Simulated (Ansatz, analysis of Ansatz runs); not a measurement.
## Interstitial H in bcc V, hop from a tetrahedral to the next tetrahedral site: migration barrier against experiment

Aim: the migration barrier of interstitial H in bcc V, hop from a tetrahedral to the next tetrahedral site, to be set beside the measurement. Set-up: LDA, 32-site cell, LDA lattice, 420 eV, k: 4x4x4 Gamma-centred. The model is a cell of 32 host atoms with 1 H put in. The barrier is the energy of the highest image of a climbing band over the relaxed site that the atom leaves. A local or semilocal functional is the cheapest first rung.

Measured beforehand: Migration barrier: 0.046 eV, by Gorsky effect and other diffusion measurements (T > 250 K); average of cited values (quoted in “Explainable Machine Learning for Hydrogen Diffusion in Metals and Random Binary Alloys”, 2023, G. M. Lu et al., quoting earlier work (1983)). The runs below try to reproduce this.

Program: Ansatz 0.2.0. Level of theory: plane-wave PAW DFT, LDA; relaxation of all atoms of a defect supercell. Results are calculated unless marked as measured.

**1. Set-up**

The cell holds 33 atoms: 32 V and 1 H. Cell: a = 8.274 Å, b = 8.274 Å, c = 8.274 Å, α = 60.0°, β = 60.0°, γ = 60.0°. It derives from V (space group Im-3m). Nearest the centre at fractional (0.312, 0.438, 0.562): H33 at 0.00 Å, V29 at 1.64 Å, V7 at 1.64 Å, V14 at 1.64 Å, V4 at 1.64 Å, V11 at 2.64 Å, V8 at 2.64 Å, V13 at 2.64 Å.

The host's primitive cell comes from a first run (plane-wave PAW DFT, LDA; relaxation of the host's cell and atoms): vectors of 2.533, 2.533 and 2.533 Å. That is 12.52 Å³ an atom, 9.9 % under the diffraction cell's volume. The supercell is built on it.

**2. Relaxation, charge 0**

A barrier counts from a true minimum, so both ends of the jump are relaxed first.

Contents of start/input.yaml:

```yaml
relax:
  f_tol: 0.02
  max_steps: 80
  escape_saddle: false
crystal:
  lattice:
    - [0.0, 5.85081538, 5.85081538]
    - [5.85081538, 0.0, 5.85081538]
    - [5.85081538, 5.85081538, 0.0]
  atoms:
    - { symbol: V, position: [0.0, 0.0, 0.0] }
    - { symbol: V, position: [0.125, 0.125, 0.125] }
    - { symbol: V, position: [0.25, 0.25, 0.25] }
    - { symbol: V, position: [0.375, 0.375, 0.375] }
    - { symbol: V, position: [0.0, 0.0, 0.5] }
    - { symbol: V, position: [0.125, 0.125, 0.625] }
    - { symbol: V, position: [0.25, 0.25, 0.75] }
    - { symbol: V, position: [0.375, 0.375, 0.875] }
    - { symbol: V, position: [0.0, 0.5, 0.0] }
    - { symbol: V, position: [0.125, 0.625, 0.125] }
    - { symbol: V, position: [0.25, 0.75, 0.25] }
    - { symbol: V, position: [0.375, 0.875, 0.375] }
    - { symbol: V, position: [0.0, 0.5, 0.5] }
    - { symbol: V, position: [0.125, 0.625, 0.625] }
    - { symbol: V, position: [0.25, 0.75, 0.75] }
    - { symbol: V, position: [0.375, 0.875, 0.875] }
    - { symbol: V, position: [0.5, 0.0, 0.0] }
    - { symbol: V, position: [0.625, 0.125, 0.125] }
    - { symbol: V, position: [0.75, 0.25, 0.25] }
    - { symbol: V, position: [0.875, 0.375, 0.375] }
    - { symbol: V, position: [0.5, 0.0, 0.5] }
    - { symbol: V, position: [0.625, 0.125, 0.625] }
    - { symbol: V, position: [0.75, 0.25, 0.75] }
    - { symbol: V, position: [0.875, 0.375, 0.875] }
    - { symbol: V, position: [0.5, 0.5, 0.0] }
    - { symbol: V, position: [0.625, 0.625, 0.125] }
    - { symbol: V, position: [0.75, 0.75, 0.25] }
    - { symbol: V, position: [0.875, 0.875, 0.375] }
    - { symbol: V, position: [0.5, 0.5, 0.5] }
    - { symbol: V, position: [0.625, 0.625, 0.625] }
    - { symbol: V, position: [0.75, 0.75, 0.75] }
    - { symbol: V, position: [0.875, 0.875, 0.875] }
    - { symbol: H, position: [0.3125, 0.4375, 0.5625] }
basis:
  ecutwfc: 420
  xc_grid: 2
hamiltonian:
  xc: lda
kpoints:
  mp_grid: { grid: [4, 4, 4] }
scf:
  occupations: { method: methfessel_paxton, width: 0.1 }
  max_iter: 120
output:
  forces: true
checkpoint:
  write: "../start.run"
  compress: false
  write_wavefunctions: true
  write_every: 100000
```

Started as:

```sh
$ ansatz run input.yaml --threads 4 --pin off --max-ram 7536MiB --backend cpu --events-out ev --progress --plain --runs-dir out
```

Numbers of over 12 decimals in the logs are rounded to 6 here.

Log:

```text
[... repeated set-up lines and file paths are left out, and long positions are rounded to six places ...]
Engine: ansatz 0.2.0, aarch64-unknown-linux-gnu
Pseudopotentials: kind: paw
Pseudopotential: V, paw, valence charge 13, recommended cutoff 420 eV (normal), V.paw.azcp
Pseudopotential: H, paw, valence charge 1, recommended cutoff 420 eV (normal), H.paw.azcp
Functional definition: SPW92
  exchange = slater_x
  correlation = pw_c
Crystal: 33 atoms, lattice volume = 400.571 Å³
Basis set: ecut = 420 eV, 7799 PW (Γ), exchange–correlation on 120×120×120 points (8 copies of the dense FFT grid, shifted against one another)
Bands: 251, of which v1, the nominal top of the filled ones, is band 209 counted from 1 (208 counted from 0)
Symmetry: 8 space group operations
Space group: I-42m (ITA 121), of the structure as read, at distance tolerance 7.4e-5 Å
k-points: 13 of 64 (time reversal used)
Non-local potential: V, projectors of the file, l = 0: 3, l = 1: 2, l = 2: 3, l = 3: 1
Non-local potential: H, projectors of the file, l = 0: 2, l = 1: 1
PAW form: soft (Blöchl's): semilocal exchange-correlation on the pseudo side does not see the compensation charge
PAW frozen core: V, regenerated for the run's functional, and the local potential with it (the file was generated under x = pbe(κ = 0.804, μ = 0.219515), c = pbe(β = 0.066725))
PAW one-centre angular grid: V, 590 points (default); XC on 64 Gauss nodes
PAW one-centre angular grid: H, 110 points (default); XC on 64 Gauss nodes
Initial density: superposition of atomic densities (neutral atoms: chi_scale 0, normalization atom), corrected by the library's trained network
Initial wavefunctions: pseudopotential atomic-orbital guess
Functional: x = slater, c = lda
SCF iter   1: F=—  HF=-91550.444136 eV  |F-HF|=—  |Δ(HF+E_count)|=         —  Δρ=1.04e-2  dr2=3.32e-1  ethr=1.77e-3  ⟨swp⟩=7.3  Hψ=11818  notcnv=0
preconditioner: auto → Kerker (q_TF=auto, 2.747 Å⁻¹)  [metal: Δε(μ)=0.030 eV  Ē_g=3.260 eV  σ=0.100 eV  W_gap=0.25  n_scr=136 (ndim 8)  ℏωp=23.5 eV  f_vac=0.000  D(μ)=54.05/eV (n_scr^D=868)]
SCF iter   2: F=—  HF=-91550.421648 eV  |F-HF|=—  |Δ(HF+E_count)|=   2.25e-2  S|Δr|=    0.00e0  Δρ=5.43e-3  dr2=7.84e-2  ethr=7.97e-5  ⟨swp⟩=1.7  Hψ=3863  notcnv=0  defer=4
SCF iter   3: F=—  HF=-91550.415738 eV  |F-HF|=—  |Δ(HF+E_count)|=   5.91e-3  S|Δr|=    0.00e0  Δρ=6.54e-4  dr2=8.99e-4  ethr=1.88e-5  ⟨swp⟩=2.0  Hψ=3931  notcnv=0  defer=4
SCF iter   4: F=—  HF=-91550.416507 eV  |F-HF|=—  |Δ(HF+E_count)|=   7.69e-4  S|Δr|=    0.00e0  Δρ=1.14e-4  dr2=3.66e-5  ethr=2.16e-7  ⟨swp⟩=2.0  Hψ=3953  notcnv=0  defer=4
SCF iter   5: F=-91550.416502 eV  HF=-91550.416504 eV  |F-HF|=2.26e-6  |Δ(HF+E_count)|=   3.21e-6  S|Δr|=    0.00e0  Δρ=3.16e-5  dr2=3.56e-6  ethr=2.40e-9  ⟨swp⟩=4.0  Hψ=9852  notcnv=0
SCF 1 converged in 5 iterations: F = -91550.416502 eV  dr2 = 3.56e-6
  greatest PAW one-centre occupation: 1.000 electrons in one spin orbital (limit 2), on the V atom at site 31 (counted from 0), in its partial waves of l = 0
relax step   1: F+E_penalty+E_count = -91550.41650167 eV  Δ(F+E_penalty+E_count) = +0.000e0 eV  max|allowed force component| = 1.419e0 eV/Å  Δτ_max = 0.0000 Å  (5 SCF iters, dr2 threshold 1.00e-5 eV, accepted)
[... the SCF cycles and remarks between the steps are left out from here to the last step ...]
relax step   2: F+E_penalty+E_count = -91550.64052814 eV  Δ(F+E_penalty+E_count) = -2.240e-1 eV  max|allowed force component| = 6.600e-1 eV/Å  Δτ_max = 0.0468 Å  (5 SCF iters, dr2 threshold 1.00e-4 eV, accepted)
relax step   3: F+E_penalty+E_count = -91550.72463104 eV  Δ(F+E_penalty+E_count) = -8.410e-2 eV  max|allowed force component| = 4.493e-2 eV/Å  Δτ_max = 0.0487 Å  (5 SCF iters, dr2 threshold 2.72e-5 eV, accepted)
SCF iter   1: F=—  HF=-91550.726923 eV  |F-HF|=—  |Δ(HF+E_count)|=         —  Δρ=1.56e-3  dr2=2.80e-2  ethr=9.82e-5  ⟨swp⟩=4.0  Hψ=5651  notcnv=0  defer=324
SCF iter   2: F=—  HF=-91550.725669 eV  |F-HF|=—  |Δ(HF+E_count)|=   1.25e-3  S|Δr|=    0.00e0  Δρ=7.04e-4  dr2=6.93e-3  ethr=6.71e-6  ⟨swp⟩=1.0  Hψ=3757  notcnv=0  defer=323
SCF iter   3: F=—  HF=-91550.725148 eV  |F-HF|=—  |Δ(HF+E_count)|=   5.20e-4  S|Δr|=    0.00e0  Δρ=1.29e-4  dr2=9.20e-5  ethr=1.66e-6  ⟨swp⟩=2.0  Hψ=3676  notcnv=0  defer=323
SCF iter   4: F=—  HF=-91550.725760 eV  |F-HF|=—  |Δ(HF+E_count)|=   6.12e-4  S|Δr|=    0.00e0  Δρ=4.08e-5  dr2=2.06e-5  ethr=2.21e-8  ⟨swp⟩=2.8  Hψ=4466  notcnv=0  defer=323
SCF iter   5: F=—  HF=-91550.725758 eV  |F-HF|=—  |Δ(HF+E_count)|=   2.42e-6  S|Δr|=    0.00e0  Δρ=9.37e-6  dr2=3.18e-7  ethr=4.94e-9  ⟨swp⟩=2.0  Hψ=3996  notcnv=0  defer=323
SCF iter   6: F=-91550.725758 eV  HF=-91550.725758 eV  |F-HF|=6.04e-8  |Δ(HF+E_count)|=   8.54e-8  S|Δr|=    0.00e0  Δρ=3.88e-6  dr2=7.91e-8  ethr=2.40e-11  ⟨swp⟩=6.4  Hψ=11678  notcnv=0
SCF 4 converged in 6 iterations: F = -91550.725758 eV  dr2 = 7.91e-8
relax step   4: F+E_penalty+E_count = -91550.72575758 eV  Δ(F+E_penalty+E_count) = -1.127e-3 eV  max|allowed force component| = 1.082e-2 eV/Å  Δτ_max = 0.0045 Å  (6 SCF iters, accepted)
NSCF: frozen V_eff on 13 k-points
the band table was solved once a step of the walk had ended and its energy, with any forces and stress, was formed, with the checks that follow a solve (12418 applications of the Hamiltonian). They found nothing against the state; [...]
SCF converged after 6 iterations
Stability not checked: this state was not tested for a lower state beside it, because cold or Methfessel-Paxton smearing, or corrected tetrahedra, fill the levels in a way that the test cannot read (fill_not_monotonic; see scf.lower_state_search)
Free energy (F): -91550.725758 eV
Harris-Foulkes:  -91550.725758 eV  (|F-HF|=6.04e-8)
Internal energy: -91550.723066 eV  (E = F + TS)
E sigma→0 (E₀):  -91550.725085 eV
Entropy (-TS):   -0.002692 eV (-0.082 meV/atom)
Fermi energy:    17.676819 eV
--- Per-component energies (eV) ---
  E_band       = -4026.582744
  E_kinetic    = 10850.075489
  E_local      = -27079.018066  (includes V_loc(G=0)·N_el)
  E_nonlocal   = -1291.083277
  E_hartree    = 12599.540940
  E_xc         = -4175.233863
  E_vxc        = -5324.150984  (∫ρ·V_xc dr)
  E_paw        = -33987.199297  (= ΣΔE_a)
  E_vpaw       = -6381.514063  (= ΣTr[D̂ρ^β])
  E_aug_tail   = 0.006748  (compensation charges beyond the density's cutoff)
  E_ewald      = -48478.888533
  E_core_change = 11.076794  (= ΣΔE_core)
  E_smearing   = -0.002692  (= −TS)
  E_closure    = -0.000000  (closes the sum)
  Σ components = -91550.725758   (vs F -91550.725758, Δ=0.00e0)
--- Forces (eV/Å), atoms counted from 1 ---
  atom   1  V      0.00000000     0.00142905     0.00021991
  atom   2  V     -0.00299891    -0.00179559     0.00187717
  atom   3  V      0.00187717     0.00179559     0.00299891
  atom   4  V      0.01082211    -0.00096506    -0.00000000
  atom   5  V     -0.00187717     0.00179559    -0.00299891
  atom   6  V      0.00618215     0.00622430     0.00106730
  atom   7  V     -0.00000000     0.00096506     0.01082211
  atom   8  V      0.00129921     0.00358680    -0.00000000
  atom   9  V     -0.00106730    -0.00622430     0.00618215
  atom  10  V      0.00868386     0.00082301     0.00000000
  atom  11  V     -0.00000000    -0.00358680     0.00129921
  atom  12  V     -0.00618215     0.00622430    -0.00106730
  atom  13  V     -0.00000000    -0.00358680    -0.00129921
  atom  14  V     -0.01082211    -0.00096506     0.00000000
  atom  15  V     -0.00106730    -0.00622430    -0.00618215
  atom  16  V      0.00299891    -0.00179559     0.00187717
  atom  17  V     -0.00000000    -0.00082301     0.00868386
  atom  18  V      0.00021991    -0.00142905     0.00000000
  atom  19  V      0.00106730    -0.00622430    -0.00618215
  atom  20  V      0.00299891    -0.00179559    -0.00187717
  atom  21  V      0.00106730    -0.00622430     0.00618215
  atom  22  V     -0.00129921     0.00358680     0.00000000
  atom  23  V     -0.00000000    -0.00082301    -0.00868386
  atom  24  V     -0.00618215     0.00622430     0.00106730
  atom  25  V      0.00187717     0.00179559    -0.00299891
  atom  26  V      0.00618215     0.00622430    -0.00106730
  atom  27  V      0.00000000     0.00142905    -0.00021991
  atom  28  V     -0.00868386     0.00082301    -0.00000000
  atom  29  V     -0.00000000     0.00096506    -0.01082211
  atom  30  V     -0.00299891    -0.00179559    -0.00187717
  atom  31  V     -0.00187717     0.00179559     0.00299891
  atom  32  V     -0.00021991    -0.00142905     0.00000000
  atom  33  H      0.00000000     0.00000000     0.00000000
  max |Σ_I F_I| component: 2.23e-17 eV/Å
--- Band table (eV; the first three rows and the last of 13) ---
  k-point 0: bands = ["-45.3371", "-45.1772", "-45.1772", "-45.1675", [... 243 left out ...] "20.2927", "20.3017", "20.3022", "20.3022"]
  k-point 1: bands = ["-45.3219", "-45.2225", "-45.1830", "-45.1713", [... 243 left out ...] "20.1823", "20.2040", "20.2105", "20.2137"]
  [... further k-points left out ...]
--- Relaxed structure (4 steps of the walk, 4 accepted, 0 SCFs on fresh bases) ---
  F+E_penalty+E_count = -91550.72575758 eV   max|allowed force component| = 1.082e-2 eV/Å
  atoms:
    - { symbol: V, position: [-0.000340, -0.000668, 0.000668] }
    - { symbol: V, position: [0.124099, 0.122815, 0.126844] }
    - { symbol: V, position: [0.251243, 0.249099, 0.247815] }
    - { symbol: V, position: [0.378053, 0.371947, 0.363505] }
    - { symbol: V, position: [-0.002185, 0.001844, 0.501243] }
    - { symbol: V, position: [0.124358, 0.123840, 0.626730] }
    - { symbol: V, position: [0.246947, 0.238505, 0.761495] }
    - { symbol: V, position: [0.375422, 0.374578, 0.876712] }
    - { symbol: V, position: [-0.001160, 0.501730, 7.094907732663192e-5] }
    - { symbol: V, position: [0.124481, 0.625519, 0.125014] }
    - { symbol: V, position: [0.249578, 0.751712, 0.248288] }
    - { symbol: V, position: [0.376730, 0.875071, 0.374358] }
    - { symbol: V, position: [-0.001712, 0.500422, 0.499578] }
    - { symbol: V, position: [0.113505, 0.636495, 0.628053] }
    - { symbol: V, position: [0.248270, 0.751160, 0.750642] }
    - { symbol: V, position: [0.373757, 0.873156, 0.877185] }
    - { symbol: V, position: [0.500519, 1.3611606189678493e-5, -1.3611606189678493e-5] }
    - { symbol: V, position: [0.625340, 0.124660, 0.124332] }
    - { symbol: V, position: [0.750071, 0.249358, 0.248840] }
    - { symbol: V, position: [0.876844, 0.376243, 0.374099] }
    - { symbol: V, position: [0.500642, -7.09490773265764e-5, 0.498270] }
    - { symbol: V, position: [0.626712, 0.123288, 0.625422] }
    - { symbol: V, position: [0.749986, 0.249481, 0.750519] }
    - { symbol: V, position: [0.874929, 0.373270, 0.876160] }
    - { symbol: V, position: [0.500901, 0.498757, -0.001844] }
    - { symbol: V, position: [0.626160, 0.625642, 0.124929] }
    - { symbol: V, position: [0.750668, 0.750340, 0.249660] }
    - { symbol: V, position: [0.875014, 0.874986, 0.374481] }
    - { symbol: V, position: [0.511495, 0.503053, 0.496947] }
    - { symbol: V, position: [0.627185, 0.625901, 0.623757] }
    - { symbol: V, position: [0.748156, 0.752185, 0.750901] }
    - { symbol: V, position: [0.874332, 0.875668, 0.875340] }
    - { symbol: H, position: [0.312500, 0.4375, 0.5625] }
```

It took 3.2 min on 4 threads of Arm Neoverse V1, shared host; peak memory 3.1 GiB; 12 min of CPU time.

Step by step:

| step | energy less that of the first step (eV) | largest force component (eV/Å) |
| --- | --- | --- |
| 1 | 0.0000 | 1.4192 |
| 2 | -0.2240 | 0.6600 |
| 3 | -0.3081 | 0.0449 |
| 4 | -0.3093 | 0.0108 |

The run keeps the 8 symmetry operations that it works with, so distortions that break them were not tested.

The atoms that moved most (Å):

| atom | dx | dy | dz | length |
| --- | --- | --- | --- | --- |
| V29 | 0.000 | 0.049 | 0.085 | 0.098 |
| V7 | 0.000 | 0.049 | -0.085 | 0.098 |
| V4 | -0.085 | -0.049 | 0.000 | 0.098 |
| V14 | 0.085 | -0.049 | 0.000 | 0.098 |
| V20 | 0.002 | 0.006 | 0.018 | 0.019 |
| V30 | -0.002 | 0.006 | 0.018 | 0.019 |
| V31 | 0.018 | -0.006 | 0.002 | 0.019 |
| V16 | 0.002 | 0.006 | -0.018 | 0.019 |

Neighbours of H33 at the end:

| atom | distance (Å) |
| --- | --- |
| V29 | 1.734 |
| V14 | 1.734 |
| V4 | 1.734 |
| V7 | 1.734 |
| V22 | 2.652 |
| V11 | 2.652 |
| V13 | 2.652 |
| V8 | 2.652 |

This step gave:

```yaml
free_energy: -91550.7258 eV
smearing_term_ts: 0.002692 eV
```

The other runs of this kind differ in structure, charge or spin alone:

| run | outcome | energy less the first (eV) | moment (μB) | time |
| --- | --- | --- | --- | --- |
| relaxation, charge 0 | converged | 0.0000 | 0.00 | 3.2 min |
| relaxation, charge 0 | converged | 0.0000 | 0.00 | 3.2 min |

The relaxation ends 9.4 meV an atom lower, with a largest force component of 0.011 eV/Å.

[end of part 1 of 2]

[Logs are printed without paths, hosts, clocks, repeated set-up lines and the standing remarks that a program may print on its own settings, such as how far it seeks lower states.]

[Hosts, paths, dates, database ids (printed as entryN), source tags and the programs' standing remarks are cut or masked in the printed files.]

[For some hosts the program warned that the k-mesh of the response run may be too coarse for force constants and the static dielectric constant; such warnings are not shown here.]
